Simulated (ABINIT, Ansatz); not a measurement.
An input for ABINIT 10.8.3 (KCdF3 (Pm-3m)):

```
acell 3*1.0 Angstrom
rprim 
  4.382089020000 0.000000000000 0.000000000000
  0.000000000000 4.382089020000 0.000000000000
  0.000000000000 0.000000000000 4.382089020000
ntypat 3
znucl 19 48 9
natom 5
typat 1 2 3 3 3
xred 
  0.000000000000 0.000000000000 0.000000000000
  0.500000000000 0.500000000000 0.500000000000
  0.000000000000 0.500000000000 0.500000000000
  0.500000000000 0.000000000000 0.500000000000
  0.500000000000 0.500000000000 0.000000000000
pp_dirpath "pseudos"
pseudos "K.upf, Cd.upf, F.upf"
ecut 47
ngkpt 4 4 4
nshiftk 1
shiftk 0.11 0.21 0.31
kptopt 3
chksymbreak 0
istwfk *1
occopt 1
irdwfk 1
optdriver 99
bs_calctype 1
mbpt_sciss 3.684 eV
bs_loband 13
nband 28
bs_exchange_term 1
bs_coulomb_term 21
bs_coupling 0
bs_algorithm 2
bs_freq_mesh 0 14 0.1 eV
zcut 0.15 eV
ecuteps 3
ecutwfn 23.5
inclvkb 2
mdf_epsinf 2.4
irdden 1
bs_haydock_niter 300
bs_haydock_tol -0.02 0
indata_prefix "in"
outdata_prefix "out"
tmpdata_prefix "tmp"
```

```sh
OMP_NUM_THREADS=1 mpirun -n 4 abinit run.abi > log
```

Question: How long will it take on 4 MPI ranks of Arm Neoverse V2, shared host, and how much memory?

It took 2.5 min; on shared hardware allow 76 s to 5.1 min. Peak host memory was 2.2 GiB.

The kernel grows as the square of the matrix size, and full diagonalisation as its cube.

[Paths, hosts, dates, memory and timing lines, banners, echoed tables and standing remarks are left out of the program output.]

[Logs are printed without paths, hosts, clocks, repeated set-up lines and the standing remarks that a program may print on its own settings, such as how far it seeks lower states.]

[Runs of the session that timed out or met a known fault of the program may be left out.]

[Hosts, paths, dates, database ids (printed as entryN), source tags and the programs' standing remarks are cut or masked in the printed files.]

[G0W0 gaps are taken among the corrected bands and points alone; a level outside them can change the order at an edge.]

[Where Ansatz stands beside ABINIT at settings called matched, ABINIT's density can come from a denser mesh and the files from another edition; pairs whose starting gaps differed by over 0.03 eV were left out, so agreement reads better than it is.]
